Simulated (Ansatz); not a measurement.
# Ca3GeN (Pm-3m): Grüneisen parameters

Aim: how the phonons of Ca3GeN (Pm-3m) shift with volume, and the thermal expansion that follows.

Main program and level: Ansatz 0.2.0; DFT PBEsol, scalar-relativistic, plane waves, PAW; PAW set soft_1.

The raw output is cut from this account; settings, times and results stay.

**1. Set-up**

It takes space group Pm-3m (No. 221, cubic). Conventional cell: a = 4.755 Å, b = 4.755 Å, c = 4.755 Å, α = 90.00°, β = 90.00°, γ = 90.00°. Nearest to Ca lie 2 N at 2.38 Å. Nearest to Ge lie 12 Ca at 3.36 Å. Nearest to N lie 6 Ca at 2.38 Å. Farther neighbours, and contacts between anions beyond the nearest, are not listed.

As a file:

```cif
data_structure
_symmetry_space_group_name_H-M 'P 1'
_symmetry_Int_Tables_number 1
_cell_length_a 4.7551
_cell_length_b 4.7551
_cell_length_c 4.7551
_cell_angle_alpha 90.000
_cell_angle_beta 90.000
_cell_angle_gamma 90.000
_cell_volume 107.51
loop_
_atom_site_label
_atom_site_type_symbol
_atom_site_fract_x
_atom_site_fract_y
_atom_site_fract_z
_atom_site_occupancy
Ca1 Ca 0.00000 0.50000 0.50000 1
Ca2 Ca 0.50000 0.00000 0.50000 1
Ca3 Ca 0.50000 0.50000 0.00000 1
Ge4 Ge 0.00000 0.00000 0.00000 1
N5 N 0.50000 0.50000 0.50000 1
```

**2. Response at finite wavevector**

Stability and thermal properties need the whole zone. Linear response on a 2×2×2 q mesh gives force constants as far as a supercell of that size would.

The input, input.yaml:

```yaml
crystal:
  lattice:
    - [4.7550544581, 0.0, 0.0]
    - [0.0, 4.7550544581, 0.0]
    - [0.0, 0.0, 4.7550544581]
  atoms:
    - { symbol: Ca, position: [0.0, 0.5, 0.5] }
    - { symbol: Ca, position: [0.5, 0.0, 0.5] }
    - { symbol: Ca, position: [0.5, 0.5, 0.0] }
    - { symbol: Ge, position: [0.0, 0.0, 0.0] }
    - { symbol: "N", position: [0.5, 0.5, 0.5] }
kpoints:
  mp_grid: { grid: [8, 8, 8] }
hamiltonian:
  xc: pbesol
  pseudopotentials: { kind: paw, azcp: { folder: soft_1 }, xc_functional: pbe }
scf:
  occupations: { method: methfessel_paxton, width: 0.2 }
output:
  eigenvalues: true
phonons:
  method: dfpt
  qmesh: [2, 2, 2]
  temperatures: { t_max: 1000, t_step: 50 }
  qpath:
    path:
      - [[0.0, 0.0, 0.0], [0.0, 0.5, 0.0], [0.5, 0.5, 0.0], [0.0, 0.0, 0.0], [0.5, 0.5, 0.5], [0.0, 0.5, 0.0]]
      - [[0.5, 0.5, 0.5], [0.5, 0.5, 0.0]]
    npoints: 10
```

On the command line:

```console
> ansatz run input.yaml --threads 4 --pin off --max-ram 10240MiB --backend cpu --events-out ev --progress --plain --runs-dir out
```

It took 3.5 min on 4 threads of AMD EPYC 7R43, shared host; peak memory 1.4 GiB; 13 min of CPU time.

Numbers from this step:

```yaml
volume_per_atom: 21.50 Å³
gap_on_the_k_mesh: 0 eV
sum_rule_residual_before_enforcement: 8.40e-5 eV/Å²
lowest_frequency_on_the_path: 0 cm⁻¹
point_group: m-3m
highest_frequency_on_path_mesh_or_solved_points: 415.6 cm⁻¹
mean_frequency: 195.5 cm⁻¹
debye_temperature_second_moment: 416 K
logarithmic_mean_frequency: 166.8 cm⁻¹
highest_optical_mode_at_the_zone_centre_no_lo_to_term: 344.9 cm⁻¹
lowest_optical_zone_centre_mode: 116.7 cm⁻¹
lowest_mode_on_the_q_mesh_acoustic_modes_at_gamma_apart: 42.59 cm⁻¹
zero_point_energy_per_atom: 36.36 meV
heat_capacity_at_300_k: 22.80 J/(mol atoms K)
vibrational_entropy_at_300_k: 31.63 J/(mol atoms K)
```

Frequencies (cm⁻¹) solved at each irreducible wavevector; negative means imaginary. Frequencies by wavevector, by row:

```
q in reciprocal lattice units  star  mode 1  mode 2  mode 3  mode 4  mode 13  mode 14  mode 15
                        0 0 0     1       0       0       0   116.7    344.9    344.9    344.9
                     0 0 -0.5     3    88.3    88.3   102.6   102.6    343.2    343.2    395.4
                  0 -0.5 -0.5     3    46.6    89.3      99      99      355    415.6    415.6
               -0.5 -0.5 -0.5     1    42.6    42.6    42.6    99.1    410.4    410.4    410.4
```

Symmetry leaves 4 wavevectors to solve. The lowest mode among them, the acoustic zeros apart, lies at q = (-0.5, -0.5, -0.5) and is real, 42.6 cm⁻¹.

**3. Relaxing at another volume, volume ratio 0.97**

The volume is scaled by 0.97 and held; symmetry leaves nothing to relax, so this is a single point. The modes can then be followed against volume.

input.yaml, the sections that differ from step 2:

```yaml
crystal:
  lattice:
    - [4.7070203209, 0.0, 0.0]
    - [0.0, 4.7070203209, 0.0]
    - [0.0, 0.0, 4.7070203209]
  atoms:
    - { symbol: Ca, position: [0.0, 0.5, 0.5] }
    - { symbol: Ca, position: [0.5, 0.0, 0.5] }
    - { symbol: Ca, position: [0.5, 0.5, 0.0] }
    - { symbol: Ge, position: [0.0, 0.0, 0.0] }
    - { symbol: "N", position: [0.5, 0.5, 0.5] }
output:
  forces: true
  stress: true
  eigenvalues: true
# kpoints, hamiltonian, scf: as in step 2
# phonons: removed
```

It took 2.1 s on 4 threads; peak memory 0.5 GiB; 7 s of CPU time.

This run has no spin polarisation although its electron count is odd.

Numbers from this step:

| Property | Result |
| --- | --- |
| pressure | 1.934 GPa |
| volume per atom | 20.86 Å³ |

**4. Phonons at the other volume, volume ratio 0.97**

The phonons are repeated at this volume on the same meshes, so that differences come from the volume alone.

input.yaml, as its differences from that of step 3:

```diff
@@ -19,4 +19,11 @@
 output:
-  forces: true
-  stress: true
   eigenvalues: true
+phonons:
+  method: dfpt
+  qmesh: [2, 2, 2]
+  temperatures: { t_max: 1000, t_step: 50 }
+  qpath:
+    path:
+      - [[0.0, 0.0, 0.0], [0.0, 0.5, 0.0], [0.5, 0.5, 0.0], [0.0, 0.0, 0.0], [0.5, 0.5, 0.5], [0.0, 0.5, 0.0]]
+      - [[0.5, 0.5, 0.5], [0.5, 0.5, 0.0]]
+    npoints: 10
```

It took 3.4 min on 4 threads; peak memory 1.3 GiB; 13 min of CPU time.

Read from the output:

| Item | Value |
| --- | --- |
| sum-rule residual before enforcement | 9.40e-5 eV/Å² |
| highest frequency on path, mesh or solved points | 433.1 cm⁻¹ |
| mean frequency | 203.5 cm⁻¹ |
| Debye temperature (second moment) | 434 K |
| logarithmic mean frequency | 173.2 cm⁻¹ |
| highest optical mode at the zone centre (no LO-TO term) | 366.9 cm⁻¹ |
| lowest optical zone-centre mode | 123.7 cm⁻¹ |
| lowest mode on the q mesh (acoustic modes at Γ apart) | 42.24 cm⁻¹ |
| zero-point energy per atom | 37.85 meV |
| heat capacity at 300 K | 22.63 J/(mol atoms K) |
| vibrational entropy at 300 K | 30.80 J/(mol atoms K) |

Frequencies (cm⁻¹) solved at each irreducible wavevector; negative means imaginary. Frequencies by wavevector, by row:

```
q in reciprocal lattice units  star  mode 1  mode 2  mode 3  mode 4  mode 13  mode 14  mode 15
                        0 0 0     1       0       0       0   123.7    366.9    366.9    366.9
                     0 0 -0.5     3    92.6    92.6     106     106    366.5    366.5      411
                  0 -0.5 -0.5     3    48.2    94.8     104     104      378    433.1    433.1
               -0.5 -0.5 -0.5     1    42.2    42.2    42.2   103.8    428.8    428.8    428.8
```

The highest optical mode at the zone centre (no LO-TO term) is 366.9 cm⁻¹, +22.0 cm⁻¹ against the base run.

**5. Relaxing at another volume, volume ratio 1.03**

The volume is scaled by 1.03 and held; symmetry leaves nothing to relax, so this is a single point. The modes can then be followed against volume.

input.yaml, the sections that differ from step 4:

```yaml
crystal:
  lattice:
    - [4.8021372672, 0.0, 0.0]
    - [0.0, 4.8021372672, 0.0]
    - [0.0, 0.0, 4.8021372672]
  atoms:
    - { symbol: Ca, position: [0.0, 0.5, 0.5] }
    - { symbol: Ca, position: [0.5, 0.0, 0.5] }
    - { symbol: Ca, position: [0.5, 0.5, 0.0] }
    - { symbol: Ge, position: [0.0, 0.0, 0.0] }
    - { symbol: "N", position: [0.5, 0.5, 0.5] }
output:
  forces: true
  stress: true
  eigenvalues: true
# kpoints, hamiltonian, scf: as in step 4
# phonons: removed
```

Run time: 2.4 s. Hardware: 4 threads; peak memory 0.48 GiB.

This step gave:

* pressure: -1.668 GPa
* volume per atom: 22.15 Å³

The run ends at a pressure of -1.67 GPa.

**6. Phonons at the other volume, volume ratio 1.03**

input.yaml, as its differences from that of step 5:

```diff
@@ -19,4 +19,11 @@
 output:
-  forces: true
-  stress: true
   eigenvalues: true
+phonons:
+  method: dfpt
+  qmesh: [2, 2, 2]
+  temperatures: { t_max: 1000, t_step: 50 }
+  qpath:
+    path:
+      - [[0.0, 0.0, 0.0], [0.0, 0.5, 0.0], [0.5, 0.5, 0.0], [0.0, 0.0, 0.0], [0.5, 0.5, 0.5], [0.0, 0.5, 0.0]]
+      - [[0.5, 0.5, 0.5], [0.5, 0.5, 0.0]]
+    npoints: 10
```

Wall time 4.2 min (4 threads); peak memory 1.4 GiB.

Numbers from this step:

```
sum-rule residual before enforcement                    : 2.53e-5 eV/Å²
highest frequency on path, mesh or solved points        : 398.9 cm⁻¹
mean frequency                                          : 187.7 cm⁻¹
Debye temperature (second moment)                       : 398 K
logarithmic mean frequency                              : 160.6 cm⁻¹
highest optical mode at the zone centre (no LO-TO term) : 324.6 cm⁻¹
lowest optical zone-centre mode                         : 110.0 cm⁻¹
lowest mode on the q mesh (acoustic modes at Γ apart)   : 42.73 cm⁻¹
zero-point energy per atom                              : 34.9 meV
heat capacity at 300 K                                  : 22.96 J/(mol atoms K)
vibrational entropy at 300 K                            : 32.51 J/(mol atoms K)
```

The highest optical mode at the zone centre (no LO-TO term) is 324.6 cm⁻¹, -20.3 cm⁻¹ against the base run.

**7. Grüneisen parameters**

The Grüneisen parameter of a mode is minus the logarithmic change of its frequency with volume, −d ln ω / d ln V; weighted by heat capacity it gives the expansion.

This step gave:

| Item | Value |
| --- | --- |
| bulk modulus | 60 GPa |

The phonon branches at the labelled points (cm⁻¹):

```
    point  branch 1  branch 2  branch 3  branch 4  branch 12  branch 13  branch 14  branch 15
        Γ         0         0         0       117        256        345        345        345
  halfway        60        60        83       114        258        344        344        369
        X        88        88       103       103        263        343        343        395
  halfway        84        89        99       100        282        349        378        406
        M        47        89        99        99        299        355        416        416
  halfway        75        78        93       112        271        346        373        375
        Γ         0         0         0       117        256        345        345        345
  halfway        79        79        95       101        287        376        376        380
        R        43        43        43        99        348        410        410        410
  halfway        83        84        91        97        303        379        382        409
        X        88        88       103       103        263        343        343        395
jump to R        43        43        43        99        348        410        410        410
  halfway        45        83        83        94        323        383        413        413
        M        47        89        99        99        299        355        416        416
```

The same for volume x 0.97:

```
point  branch 1  branch 2  branch 3  branch 4  branch 12  branch 13  branch 14  branch 15
    Γ         0         0         0       124        259        367        367        367
    X        93        93       106       106        277        366        366        411
    M        48        95       104       104        313        378        433        433
    Γ         0         0         0       124        259        367        367        367
    R        42        42        42       104        362        429        429        429
    X        93        93       106       106        277        366        366        411
    R        42        42        42       104        362        429        429        429
    M        48        95       104       104        313        378        433        433
```

The same for volume x 1.03:

```
point  branch 1  branch 2  branch 3  branch 4  branch 12  branch 13  branch 14  branch 15
    Γ         0         0         0       110        252        325        325        325
    X        84        84        99        99        250        321        321        380
    M        45        84        94        94        285        333        399        399
    Γ         0         0         0       110        252        325        325        325
    R        43        43        43        94        335        393        393        393
    X        84        84        99        99        250        321        321        380
    R        43        43        43        94        335        393        393        393
    M        45        84        94        94        285        333        399        399
```

Mode Grueneisen parameter -dln(w)/dln(V), modes matched by rank; at Γ the acoustic branches take the value of a neighbouring point of the path. Mode grüneisen parameters along the path, in :

```
    point  branch 1  branch 2  branch 3  branch 4  branch 12  branch 13  branch 14  branch 15
        Γ      0.63      0.63      1.81      1.96       0.46       2.04       2.04       2.04
  halfway      0.86      0.86      1.45      1.73       1.06       2.13       2.13       1.60
        X      1.62      1.62      1.12      1.09       1.75       2.20       2.20       1.29
  halfway      0.69      1.79      1.68      1.54       1.41       2.15       1.68       1.33
        M      1.07      2.00      1.68      1.68       1.57       2.10       1.37       1.37
  halfway      1.11      1.18      1.70      1.30       1.03       2.14       1.61       1.67
        Γ      0.63      1.62      1.43      1.96       0.46       2.04       2.04       2.04
  halfway      1.14      1.14      1.83      0.44       0.96       1.64       1.64       1.73
        R     -0.20     -0.20     -0.20      1.60       1.32       1.46       1.46       1.46
  halfway      0.64      0.71      1.06      1.83       1.19       1.68       1.73       1.38
        X      1.62      1.62      1.12      1.09       1.75       2.20       2.20       1.29
jump to R     -0.20     -0.20     -0.20      1.60       1.32       1.46       1.46       1.46
  halfway      0.49      0.68      0.68      1.79       1.29       1.73       1.42       1.42
        M      1.07      2.00      1.68      1.68       1.57       2.10       1.37       1.37
```

(dS/dlnV)/C_V. The thermodynamic Grueneisen parameter by temperature:

```
temperature (K)  thermodynamic Grueneisen parameter
             50                                1.20
            100                                1.20
            150                                1.22
            200                                1.23
            250                                1.24
            300                                1.25
            350                                1.25
            400                                1.25
            450                                1.26
            500                                1.26
            550                                1.26
            600                                1.26
            650                                1.26
            700                                1.26
            750                                1.26
            800                                1.26
            850                                1.26
            900                                1.26
            950                                1.26
           1000                                1.26
```

Gamma C_V/(B V) at the static volume. Table of volume expansion by temperature:

```
temperature (K)  volume expansion (1e-6/K)
             50                       10.6
            100                       22.1
            150                       28.9
            200                       32.9
            250                       35.2
            300                       36.7
            350                       37.6
            400                       38.3
            450                       38.7
            500                       39.1
            550                       39.3
            600                       39.5
            650                       39.7
            700                       39.8
            750                       39.9
            800                       40.0
            850                       40.1
            900                       40.1
            950                       40.2
           1000                       40.2
```

**8. What came out**

- bulk modulus: 60 GPa
- thermodynamic Grüneisen parameter at 300 K: 1.25
- volume expansion at 300 K, estimated: 36.67 × 10⁻⁶ K⁻¹

**Reading.** By this estimate the volume grows by 36.7 × 10⁻⁶ per kelvin at 300 K. The highest optical mode at Γ goes from 367 to 325 cm⁻¹ as the cell grows, a Grüneisen parameter of 2.04. Mode parameters on the path run from -0.2 to 2.2, with a median of 1.3. Branches are matched by rank, so values near crossings are rough. The expansion is the Grüneisen estimate at the static volume, with the static bulk modulus. With no gap, or one that is small against the smearing, the frequencies hang on the k mesh and the smearing, most of all near Kohn anomalies. The phonon runs are without spin polarisation, although the cell has an odd electron count. The PAW files were made for PBE and serve the other functionals too.

[Long decimals in the printed logs are rounded to 6 places.]

[Logs are printed without paths, hosts, clocks, repeated set-up lines and the standing remarks that a program may print on its own settings, such as how far it seeks lower states.]

[Hosts, paths, dates, database ids (printed as entryN), source tags and the programs' standing remarks are cut or masked in the printed files.]

[Where the starting crystal was built by hand or by swapping elements, it need not be the compound's stable phase.]
